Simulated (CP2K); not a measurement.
Two runs for the C K edge of 4-carboxypyridine. Run A: CP2K XAS_TDP, all-electron GAPW, PBEh(45%), aug-cc-pVDZ, TDA, no relativity. Run B differs in one setting.

First lines with a strength over 0.0015. A:

```csv
atom,energy (eV),states,"strength, one atom"
C2 (bonded to C and 2 O),283.28,1,0.0662
,287.91,1,0.0162
,288.30,1,0.0035
,290.05,1,0.0046
,290.26,1,0.0152
C4 (bonded to 3 C),281.15,1,0.0391
,285.07,1,0.0180
,285.63,1,0.0034
,286.84,1,0.0028
,287.17,1,0.0016
C5 (bonded to 2 C and H),280.87,1,0.0471
,282.70,1,0.0059
,284.96,1,0.0093
,285.73,1,0.0024
,286.04,1,0.0027
"C6 (bonded to C, N and H)",281.64,1,0.0521
,283.16,1,0.0049
,285.48,1,0.0120
,286.37,1,0.0029
,286.55,1,0.0028
```

B:

```csv
atom,energy (eV),states,"strength, one atom"
C2 (bonded to C and 2 O),289.88,1,0.0647
,294.51,1,0.0159
,294.90,1,0.0034
,296.65,1,0.0045
,296.86,1,0.0148
C4 (bonded to 3 C),286.76,1,0.0383
,290.68,1,0.0177
,291.24,1,0.0033
,292.45,1,0.0027
,292.78,1,0.0016
C5 (bonded to 2 C and H),286.75,1,0.0461
,288.57,1,0.0057
,290.84,1,0.0091
,291.60,1,0.0023
,291.91,1,0.0027
"C6 (bonded to C, N and H)",287.46,1,0.0510
,288.99,1,0.0048
,291.30,1,0.0118
,292.19,1,0.0028
,292.37,1,0.0027
```

Which was it: the basis, scalar relativity switched on, the functional, GW2X switched on?

GW2X switched on. GW2X shifts an atom's lines together and keeps their spacings. Against PBEh(45%) in aug-cc-pVDZ, the leading lines move by +6.60 eV (C2, to 289.88), +5.61 eV (C4, to 286.76), +5.88 eV (C5, to 286.75) and +5.82 eV (C6, to 287.46).

[Banner, clock and machine lines of the logs are left out without a mark of their own.]

[Logs are printed without paths, hosts, clocks, repeated set-up lines and the standing remarks that a program may print on its own settings, such as how far it seeks lower states.]

[Hosts, paths, dates, database ids (printed as entryN), source tags and the programs' standing remarks are cut or masked in the printed files.]
